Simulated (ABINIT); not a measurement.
**KBr (Fm-3m): least direct gap against volume**

The cell of KBr (Fm-3m) is scaled evenly and the response computed anew at each volume, on one mesh.

It takes space group Fm-3m (No. 225, cubic). Conventional cell: a = 6.600 Å, b = 6.600 Å, c = 6.600 Å, α = 90.00°, β = 90.00°, γ = 90.00°. Br on site b has 6 K at 3.30 Å as nearest neighbours. Around K on site a lie 6 Br at 3.30 Å.

Method: ABINIT 10.8.3, PBE, independent particles, k-mesh 9×9×9, Lorentzian half width 0.04 eV.

Launch of the response step: `optic optic.abi`. The series took 3.8 min in all, its band step included, on 4 threads of Arm Neoverse V2, with other jobs on the host.

| V/V₀ | V (Å³, primitive cell) | least direct gap (eV) |
| --- | --- | --- |
| 0.94 | 67.56 | 4.609 |
| 0.97 | 69.72 | ? |
| 1.00 | 71.87 | 4.436 |
| 1.03 | 74.03 | 4.358 |
| 1.06 | 76.19 | 4.285 |

For small changes the quantity should be close to linear in ln V.

Working, on the rows shown:

| x = ln(V/V₀) | y = least direct gap |
| --- | --- |
| -0.0618754 | 4.609 |
| 0 | 4.436 |
| 0.0295588 | 4.358 |
| 0.0582689 | 4.285 |

Means: x̄ = 0.0064881, ȳ = 4.422. Σ(x − x̄)(y − ȳ) = -0.02145, Σ(x − x̄)² = 0.007929. Slope = -0.02145 / 0.007929 = -2.705; intercept = ȳ − slope · x̄ = 4.4395. The line misses the rows shown by at most 0.0035 eV.

Problem. What does the fit predict for the withheld row, and how well does it do?

Solution. At x = -0.030459 the line gives y = 4.5219 eV. The run gave 4.519 eV, so the interpolation is off by 0.0029 eV, 0.9 % of the range in the table.

Between the rows on either side of x = 0 the slope is (4.358 − 4.519) / (0.029559 − (-0.030459)) = -2.683. That is a volume deformation potential of -2.7 eV: the least direct gap on this mesh widens by 27 meV for each per cent of compression. PBE gaps are as a rule too small. Spin-orbit coupling is left out.
